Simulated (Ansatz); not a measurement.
# How Fe(110) screens a field, part 2 of 2

Wanted: the response of a Fe(110) slab to a perpendicular field.

Ansatz 0.2.0; plane-wave DFT, r2SCAN, Ansatz PAW.

So far. Step 6 (Atoms held, field -0.1 V/Å): The dipole is -0.0391 e·Å. Step 7 (Single point, field 0.2 V/Å): The dipole is 0.0782 e·Å.

## 8. Atoms held, field -0.2 V/Å

Input file input.yaml:

```yaml
crystal:
  lattice:
    - [2.029396462, -1.435, 0.0]
    - [2.029396462, 1.435, 0.0]
    - [0.0, 0.0, 26.117585848]
  atoms:
    - { symbol: Fe, position: [0.0, 0.0, 0.3445954022], spin: 2.5 }
    - { symbol: Fe, position: [0.5, 0.5, 0.4222977011], spin: 2.5 }
    - { symbol: Fe, position: [0.0, 0.0, 0.5], spin: 2.5 }
    - { symbol: Fe, position: [0.5, 0.5, 0.5777022989], spin: 2.5 }
    - { symbol: Fe, position: [0.0, 0.0, 0.6554045978], spin: 2.5 }
magnetization:
  spin_polarized: true
kpoints:
  mp_grid: { grid: [22, 22, 1] }
hamiltonian:
  xc: r2scan
scf:
  occupations: { method: fermi_dirac, width: 0.1 }
  convergence: { dr2_threshold: 1.0e-10 }
efield:
  axis: 3
  dipole_correction: true
  ramp_position: 0.97
  ramp_width: 0.06
  amplitude: -0.2
output:
  forces: true
  write_potential: true
  write_density: true
  volumetric_format: npy
```

Started as:

```bash
ansatz run input.yaml --threads 4 --pin off --max-ram 12288MiB --backend cpu --events-out ev --progress --plain --runs-dir out
```

The log of the run:

```text
[...]
Crystal: 5 atoms, lattice volume = 152.118 Å³
Basis set: ecut = 500 eV, 3933 PW (Γ), exchange–correlation on 80×80×768 points (64 copies of the dense FFT grid, shifted against one another)
Bands: 56, of which v1, the nominal top of the filled ones, is band 40 counted from 1 (39 counted from 0)
Symmetry: 4 space group operations
k-points: 133 of 484
[...]
k-point 1 ↑: bands = [... 36 lower, 1.8326, 1.8472, 1.8971, 1.9244, 1.9886, 2.0503, 2.1068, 2.1280, ... 12 higher]
  k-point 2 ↑: bands = [... 36 lower, 1.7692, 1.8026, 1.8511, 1.8597, 1.9407, 2.0219, 2.0624, 2.1132, ... 12 higher]
  k-point 132 ↓: bands = [... 36 lower, 5.8303, 6.1399, 6.2420, 6.7584, 6.8411, 7.0727, 7.0830, 7.2075, ... 12 higher]
[key lines of the parts left out:]
SCF converged after 28 iterations
Magnetization: 13.7313 μB (46.8656 up, 33.1344 down)
Free energy (F): -22427.705876 eV
Fermi energy:    4.045689 eV
Dipole field:    D = -0.092979 V/Å  (p = -0.078164 e·Å, saw-weighted, corrected)
```

Wall time 6.3 min (4 threads of Arm Neoverse V1, shared host); peak memory 2.1 GiB; 25 min of CPU time.

The dipole is -0.0782 e·Å.

## 9. Atoms held, field 0.4 V/Å

Edit input.yaml of step 8 so:

```diff
@@ -25,3 +25,3 @@
   ramp_width: 0.06
-  amplitude: -0.2
+  amplitude: 0.4
 output:
@@ -31 +31,2 @@
   volumetric_format: npy
+  elf: true
```

The log of the run:

```text
[...]
Crystal: 5 atoms, lattice volume = 152.118 Å³
Basis set: ecut = 500 eV, 3933 PW (Γ), exchange–correlation on 80×80×768 points (64 copies of the dense FFT grid, shifted against one another)
Bands: 56, of which v1, the nominal top of the filled ones, is band 40 counted from 1 (39 counted from 0)
Symmetry: 4 space group operations
k-points: 133 of 484
[...]
k-point 1 ↑: bands = [... 36 lower, 1.8238, 1.8384, 1.8876, 1.9164, 1.9799, 2.0418, 2.0981, 2.1193, ... 12 higher]
  k-point 2 ↑: bands = [... 36 lower, 1.7603, 1.7939, 1.8421, 1.8514, 1.9320, 2.0133, 2.0536, 2.1046, ... 12 higher]
  k-point 132 ↓: bands = [... 36 lower, 5.8222, 6.1300, 6.2334, 6.7499, 6.8323, 7.0630, 7.0748, 7.1989, ... 12 higher]
[key lines of the parts left out:]
SCF converged after 28 iterations
Magnetization: 13.7318 μB (46.8659 up, 33.1341 down)
Free energy (F): -22427.729318 eV
Fermi energy:    4.037353 eV
Dipole field:    D = 0.185851 V/Å  (p = 0.156237 e·Å, saw-weighted, corrected)
```

Elapsed: 6.4 min, on 4 threads; peak memory 2.1 GiB; 25 min of CPU time.

Running mean over 2.029 Å of the planar mean, with the applied field; the ramp of the sawtooth is left out. Electron's electrostatic potential energy less the Fermi level against z:

```csv
z (Å),electron's electrostatic potential energy less the Fermi level (eV)
3.0,3.28
3.5,3.48
4.0,3.68
4.5,3.87
5.0,4.07
5.5,4.24
6.0,4.37
6.5,4.35
7.0,3.85
7.5,1.68
8.0,-3.22
8.5,-7.85
9.0,-9.49
9.5,-9.58
10.0,-9.53
10.5,-9.51
11.0,-9.49
11.5,-9.47
12.0,-9.45
12.5,-9.44
13.0,-9.44
13.5,-9.44
14.0,-9.45
14.5,-9.46
15.0,-9.48
15.5,-9.51
16.0,-9.53
16.5,-9.57
17.0,-9.59
17.5,-8.55
18.0,-4.51
18.5,0.748
19.0,3.76
19.5,4.73
20.0,5.15
20.5,5.40
21.0,5.62
21.5,5.82
22.0,6.02
22.5,6.22
23.0,6.42
```

The dipole is 0.156 e·Å.

## 10. The response

This step: plane-wave DFT, r2SCAN, Ansatz PAW; screening of a field by a metal slab (Ansatz 0.2.0).

The dipoles give the slope, and the difference of two potentials shows where the field is screened.

Numbers from this step:

| Quantity | Value |
| --- | --- |
| equivalent conductor thickness p/(ε₀AE) | 12.14 Å |
| distance between the outer atoms | 8.118 Å |
| inner field over outer field | 9.70e-4 |
| image plane, upper face | 2.003 Å |
| induced electrons on the upper face over ε₀E | -1.001 |
| image plane, lower face | 2.002 Å |
| induced electrons on the lower face over ε₀E | 1.001 |

Dipole of the cell against applied field:

```csv
applied field (V/Å),dipole of the cell (e·Å)
-0.200,-0.0782
-0.100,-0.0391
-0.050,-0.0196
0.000,-8.4e-6
0.050,0.0195
0.100,0.0391
0.200,0.0782
0.400,0.156
```

The total moment stays at 13.7 μB for applied field from -0.2 to 0.4 V/Å.

Local field over the applied field, running mean. From the potentials at -0.05 and 0.05 V/Å; running mean over 2.029 Å. Local field over applied field against z:

```csv
z (Å),local field over applied field
4.5,0.994
5.0,0.984
5.5,0.958
6.0,0.899
6.5,0.776
7.0,0.568
7.5,0.307
8.0,0.0976
8.5,-0.0209
9.0,-0.0543
9.5,-0.0207
10.0,-9.7e-5
10.5,-0.00568
11.0,-0.00636
11.5,-0.00188
12.0,0.00142
12.5,9.4e-4
13.0,4.9e-4
13.5,7.6e-4
14.0,0.00161
14.5,-8.2e-4
15.0,-0.00550
15.5,-0.00677
16.0,-5.7e-4
16.5,-0.0119
17.0,-0.0505
17.5,-0.0365
18.0,0.0621
18.5,0.249
19.0,0.509
19.5,0.735
20.0,0.877
20.5,0.948
21.0,0.979
21.5,0.992
22.0,0.997
```

Electrons, planar mean, per unit field. The induced electron density by z:

z (Å), induced electron density (e/Å³ per V/Å) and a bar from the least value:
```
      4.5    0.00004 ###############
      5.0    0.00010 ################
      5.5    0.00026 ################
      6.0    0.00065 #################
      6.5    0.00146 ####################
      7.0    0.00287 #########################
      7.5    0.00430 ##############################
      8.0    0.00357 ###########################
      8.5   -0.00123 ###########
      9.0   -0.00128 ###########
      9.5    0.00055 #################
     10.0    0.00022 ################
     10.5   -0.00004 ###############
     11.0   -0.00026 ##############
     11.5    0.00001 ###############
     12.0    0.00001 ###############
     12.5    0.00005 ###############
     13.0    0.00000 ###############
     13.5   -0.00005 ###############
     14.0   -0.00002 ###############
     14.5    0.00000 ###############
     15.0    0.00022 ################
     15.5    0.00008 ################
     16.0   -0.00017 ###############
     16.5   -0.00054 #############
     17.0    0.00081 ##################
     17.5    0.00222 #######################
     18.0   -0.00276 ######
     18.5   -0.00445 
     19.0   -0.00326 ####
     19.5   -0.00174 #########
     20.0   -0.00079 #############
     20.5   -0.00033 ##############
     21.0   -0.00013 ###############
     21.5   -0.00005 ###############
     22.0   -0.00002 ###############
```

By hand: between -0.05 and 0.05 V/Å the dipole changes by 0.03910 e·Å, a slope of 0.3910 e·Å²/V. A perfect conductor of thickness t has p = ε₀AEt, so t = 180.95 × 0.3910 / 5.824 = 12.15 Å (e/ε₀ = 180.95 V·Å, A in Å²). Less the 8.12 Å between the outer atoms, and halved, that puts each image plane 2.01 Å out.

The induced dipole is that of a conductor 12.14 Å thick.

## 11. The same run with other settings

This step: plane-wave DFT, r2SCAN, Ansatz PAW (Ansatz 0.2.0).

An input spoilt on purpose, to show how the run answers: it repeats the earlier run at 0.05 V/Å with crystal.lattice to [[1.62351717, -1.148, 0.0], [1.62351717, 1.148, 0.0], [0.0, 0.0, 20.89406868]], and scf.max_iter set to 100.

The cell differs from the one that the last finished run ended in (a 2.485 → 1.988 Å, b 2.485 → 1.988 Å, c 26.118 → 20.894 Å).

Edit input.yaml of step 9 so:

```diff
@@ -2,5 +2,5 @@
   lattice:
-    - [2.029396462, -1.435, 0.0]
-    - [2.029396462, 1.435, 0.0]
-    - [0.0, 0.0, 26.117585848]
+    - [1.62351717, -1.148, 0.0]
+    - [1.62351717, 1.148, 0.0]
+    - [0.0, 0.0, 20.89406868]
   atoms:
@@ -20,2 +20,3 @@
   convergence: { dr2_threshold: 1.0e-10 }
+  max_iter: 100
 efield:
@@ -25,3 +26,3 @@
   ramp_width: 0.06
-  amplitude: 0.4
+  amplitude: 0.05
 output:
@@ -31,2 +32 @@
   volumetric_format: npy
-  elf: true
```

The log of the run:

```text
[...]
Crystal: 5 atoms, lattice volume = 77.885 Å³
Basis set: ecut = 500 eV, 1973 PW (Γ), exchange–correlation on 60×60×640 points (64 copies of the dense FFT grid, shifted against one another)
Bands: 56, of which v1, the nominal top of the filled ones, is band 40 counted from 1 (39 counted from 0)
Symmetry: 4 space group operations
k-points: 133 of 484
[...]
Starting moments: Σ|m| = 12.5 μB on 5 of 5 sites
[...]
SCF iter   1: F=—  HF=-22374.984277 eV  |F-HF|=—  |Δ(HF+E_count)|=         —  Δρ=7.03e-2 (↑7.03e-2 ↓6.17e-2)  dr2=1.25e1  dr2_τ=4.48e-1  dr2_m=9.07e-1  M=9.696 μB ∫|m|=9.750 μB  β_m=1.00  ethr=3.10e-3  p=0.000 e·Å  D=2.41e-13 V/Å  ΔV_dip=-0.00 eV  dr2_dipole=2.71e-1  V_vac-E_F(+/−)=9.47/8.52 eV  ⟨swp⟩=32.1  Hψ=181045  notcnv=0  defer=305
[...]
SCF iter  25: F=-22407.311856 eV  HF=-22407.311856 eV  |F-HF|=2.91e-10  |Δ(HF+E_count)|=  5.53e-10  Δρ=1.37e-7 (↑1.37e-7 ↓5.06e-8)  dr2=2.39e-11  dr2_τ=5.13e-14  dr2_m=2.37e-12  M=6.460 μB ∫|m|=6.781 μB  ethr=1.00e-12  p=0.010 e·Å  D=2.35e-2 V/Å  ΔV_dip=-0.49 eV  dr2_dipole=7.29e-14  V_vac-E_F(+/−)=5.51/5.05 eV  ⟨swp⟩=55.8  Hψ=260005  notcnv=0
SCF 1 converged in 25 iterations: F = -22407.311856 eV  dr2 = 2.39e-11
[...]
SCF converged after 25 iterations
Magnetization: 6.4602 μB (43.2301 up, 36.7699 down)
Absolute magnetization: 6.7875 μB (∫|ρ↑−ρ↓|, with the PAW one-centre terms)
[...]
Per-site moments (μB) at R_I (Å): [(1.341435, 0.820213), (1.279975, 0.820213), (1.201017, 0.820213), (1.280297, 0.820213), (1.341985, 0.820213)]
Free energy (F): -22407.311856 eV
[...]
Internal energy: -22407.160852 eV  (E = F + TS)
E sigma→0 (E₀):  -22407.236354 eV
Entropy (-TS):   -0.151004 eV (-30.201 meV/atom)
Fermi energy:    11.695012 eV
Dipole field:    D = 0.023528 V/Å  (p = 0.010127 e·Å, saw-weighted, corrected)
Work function:   not extracted (applied field tilts the vacuum); planar V_es + V_field profile in the machine report
[...]
--- Forces (eV/Å), atoms counted from 1 ---
  atom   1  Fe     0.00000000     0.00000000   -11.00128397
  atom   2  Fe     0.00000000    -0.00000000    -0.79940783
  atom   3  Fe     0.00000000     0.00000000     0.00042709
  atom   4  Fe    -0.00000000     0.00000000     0.80044015
  atom   5  Fe    -0.00000000    -0.00000000    10.99982528
  max |Σ_I F_I| component: 7.25e-7 eV/Å
--- Band table (eV; the first three rows and the last of 266) ---
  k-point 0 ↑: bands = [... 36 lower, 9.8249, 9.9446, 10.1720, 10.2566, 10.4048, 10.6121, 10.6414, 10.7254, ... 12 higher]
  k-point 1 ↑: bands = [... 36 lower, 9.7669, 9.8741, 10.0635, 10.2262, 10.4550, 10.4964, 10.5211, 10.7075, ... 12 higher]
  k-point 2 ↑: bands = [... 36 lower, 9.6525, 9.7763, 9.8544, 9.9289, 10.2359, 10.2443, 10.5640, 10.5848, ... 12 higher]
  k-point 132 ↓: bands = [... 36 lower, 12.7260, 13.3568, 14.2706, 14.4595, 14.9422, 15.1831, 15.4047, 15.4662, ... 12 higher]
```

Elapsed: 5.1 min, on 4 threads; peak memory 1.3 GiB.

```csv
quantity,this run,earlier run,difference
dipole along the normal (e·Å),0.01013,0.01955,-0.0094
total moment (μB),6.460,13.73,-7.3
```

What moves beyond 0.01 in its unit (for the dipole 0.5 % and 5e-5 e·Å): total moment (-7.27 μB) and dipole along the normal (-0.00942 e·Å).

The fault (a lattice far too small) shows in the results, which are not taken further.

## 12. A changed input

Another changed input: it repeats the earlier run at 0.05 V/Å with efield.dipole_correction from true to false.

Edit input.yaml of step 11 so:

```diff
@@ -2,5 +2,5 @@
   lattice:
-    - [1.62351717, -1.148, 0.0]
-    - [1.62351717, 1.148, 0.0]
-    - [0.0, 0.0, 20.89406868]
+    - [2.029396462, -1.435, 0.0]
+    - [2.029396462, 1.435, 0.0]
+    - [0.0, 0.0, 26.117585848]
   atoms:
@@ -20,6 +20,5 @@
   convergence: { dr2_threshold: 1.0e-10 }
-  max_iter: 100
 efield:
   axis: 3
-  dipole_correction: true
+  dipole_correction: false
   ramp_position: 0.97
```

The log of the run:

```text
[...]
Crystal: 5 atoms, lattice volume = 152.118 Å³
Basis set: ecut = 500 eV, 3933 PW (Γ), exchange–correlation on 80×80×768 points (64 copies of the dense FFT grid, shifted against one another)
Bands: 56, of which v1, the nominal top of the filled ones, is band 40 counted from 1 (39 counted from 0)
Symmetry: 4 space group operations
k-points: 133 of 484
[...]
Starting moments: Σ|m| = 12.5 μB on 5 of 5 sites
[...]
SCF iter   1: F=—  HF=-22425.267377 eV  |F-HF|=—  |Δ(HF+E_count)|=         —  Δρ=5.90e-2 (↑1.67e-2 ↓5.90e-2)  dr2=1.29e1  dr2_τ=3.94e-2  dr2_m=1.71e0  M=13.079 μB ∫|m|=13.322 μB  β_m=1.00  ethr=3.10e-3  p=0.000 e·Å  V_vac-E_F(+/−)=8.39/7.19 eV  ⟨swp⟩=10.7  Hψ=77767  notcnv=0  defer=230
[...]
SCF iter  28: F=-22427.698972 eV  HF=-22427.698972 eV  |F-HF|=1.16e-10  |Δ(HF+E_count)|=  2.18e-11  Δρ=5.29e-8 (↑1.30e-8 ↓5.29e-8)  dr2=3.92e-11  dr2_τ=4.42e-14  dr2_m=6.18e-13  M=13.731 μB ∫|m|=15.200 μB  ethr=1.00e-12  p=0.037 e·Å  V_vac-E_F(+/−)=5.37/4.27 eV  ⟨swp⟩=7.6  Hψ=65607  notcnv=0
SCF 1 converged in 28 iterations: F = -22427.698972 eV  dr2 = 3.92e-11
[...]
SCF converged after 28 iterations
[...]
Magnetization: 13.7312 μB (46.8656 up, 33.1344 down)
Absolute magnetization: 15.2026 μB (∫|ρ↑−ρ↓|, with the PAW one-centre terms)
[...]
Per-site moments (μB) at R_I (Å): [(2.967186, 1.025266), (2.800363, 1.025266), (2.804647, 1.025266), (2.800024, 1.025266), (2.966912, 1.025266)]
Free energy (F): -22427.698972 eV
[...]
Internal energy: -22427.545757 eV  (E = F + TS)
E sigma→0 (E₀):  -22427.622364 eV
Entropy (-TS):   -0.153215 eV (-30.643 meV/atom)
Fermi energy:    4.047866 eV
Dipole field:    D = 0.043454 V/Å  (p = 0.036530 e·Å, saw-weighted)
Work function:   not extracted (applied field tilts the vacuum); planar V_es + V_field profile in the machine report
[...]
--- Forces (eV/Å), atoms counted from 1 ---
  atom   1  Fe     0.00000000     0.00000000     0.17338257
  atom   2  Fe     0.00000000     0.00000000    -0.12683301
  atom   3  Fe     0.00000000     0.00000000     0.00034722
  atom   4  Fe     0.00000000     0.00000000     0.12554168
  atom   5  Fe     0.00000000     0.00000000    -0.17243883
  max |Σ_I F_I| component: 3.68e-7 eV/Å
--- Band table (eV; the first three rows and the last of 266) ---
  k-point 0 ↑: bands = [... 36 lower, 1.8468, 1.9066, 1.9370, 1.9402, 1.9852, 2.0628, 2.0779, 2.1169, ... 12 higher]
  k-point 1 ↑: bands = [... 36 lower, 1.8349, 1.8495, 1.8996, 1.9264, 1.9908, 2.0525, 2.1091, 2.1303, ... 12 higher]
  k-point 2 ↑: bands = [... 36 lower, 1.7716, 1.8049, 1.8535, 1.8618, 1.9430, 2.0241, 2.0647, 2.1155, ... 12 higher]
  k-point 132 ↓: bands = [... 36 lower, 5.8324, 6.1425, 6.2443, 6.7606, 6.8434, 7.0753, 7.0852, 7.2098, ... 12 higher]
```

Elapsed: 6.2 min, on 4 threads; peak memory 2.1 GiB.

```csv
quantity,this run,earlier run,difference
dipole along the normal (e·Å),0.03653,0.01955,0.017
total moment (μB),13.73,13.73,2.6e-5
```

With the dipole correction off, the periodic images add a field of their own to the typed one.

What moves beyond 0.01 in its unit (for the dipole 0.5 % and 5e-5 e·Å): dipole along the normal (+0.017 e·Å).

These numbers are not those of the isolated slab.

## 13. Outcome

```yaml
work_function: 4.85 eV
image_plane_upper_face: 2.00 Å
induced_electrons_on_the_upper_face_over_eps_0e: -1.00
equivalent_conductor_thickness_p_eps_0ae: 12.1 Å
inner_field_over_outer_field: 9.7e-4
```

**Reading.** The induced charge has its centre 2.00 Å outside the outermost atoms; this is the plane from which a capacitor's gap or an image potential counts. The equivalent conductor thickness exceeds the distance between the outer atoms by 4.03 Å, about the sum of the two image-plane distances. In the middle of the slab the field is screened to under 0.5 % of its outer value. The atoms are held at bulk positions with the tabulated experimental lattice constant. The magnetic order is the one reached from the typed start; other orders were not compared.

[Long decimals in the printed logs are rounded to 6 places.]

[Logs are printed without paths, hosts, clocks, repeated set-up lines and the standing remarks that a program may print on its own settings, such as how far it seeks lower states.]

[Hosts, paths, dates, database ids (printed as entryN), source tags and the programs' standing remarks are cut or masked in the printed files.]

[Maps of the electrostatic potential energy from Ansatz leave out the sawtooth potential of an applied field or a dipole correction, so their vacuum need not be flat; planar profiles and work functions include it.]
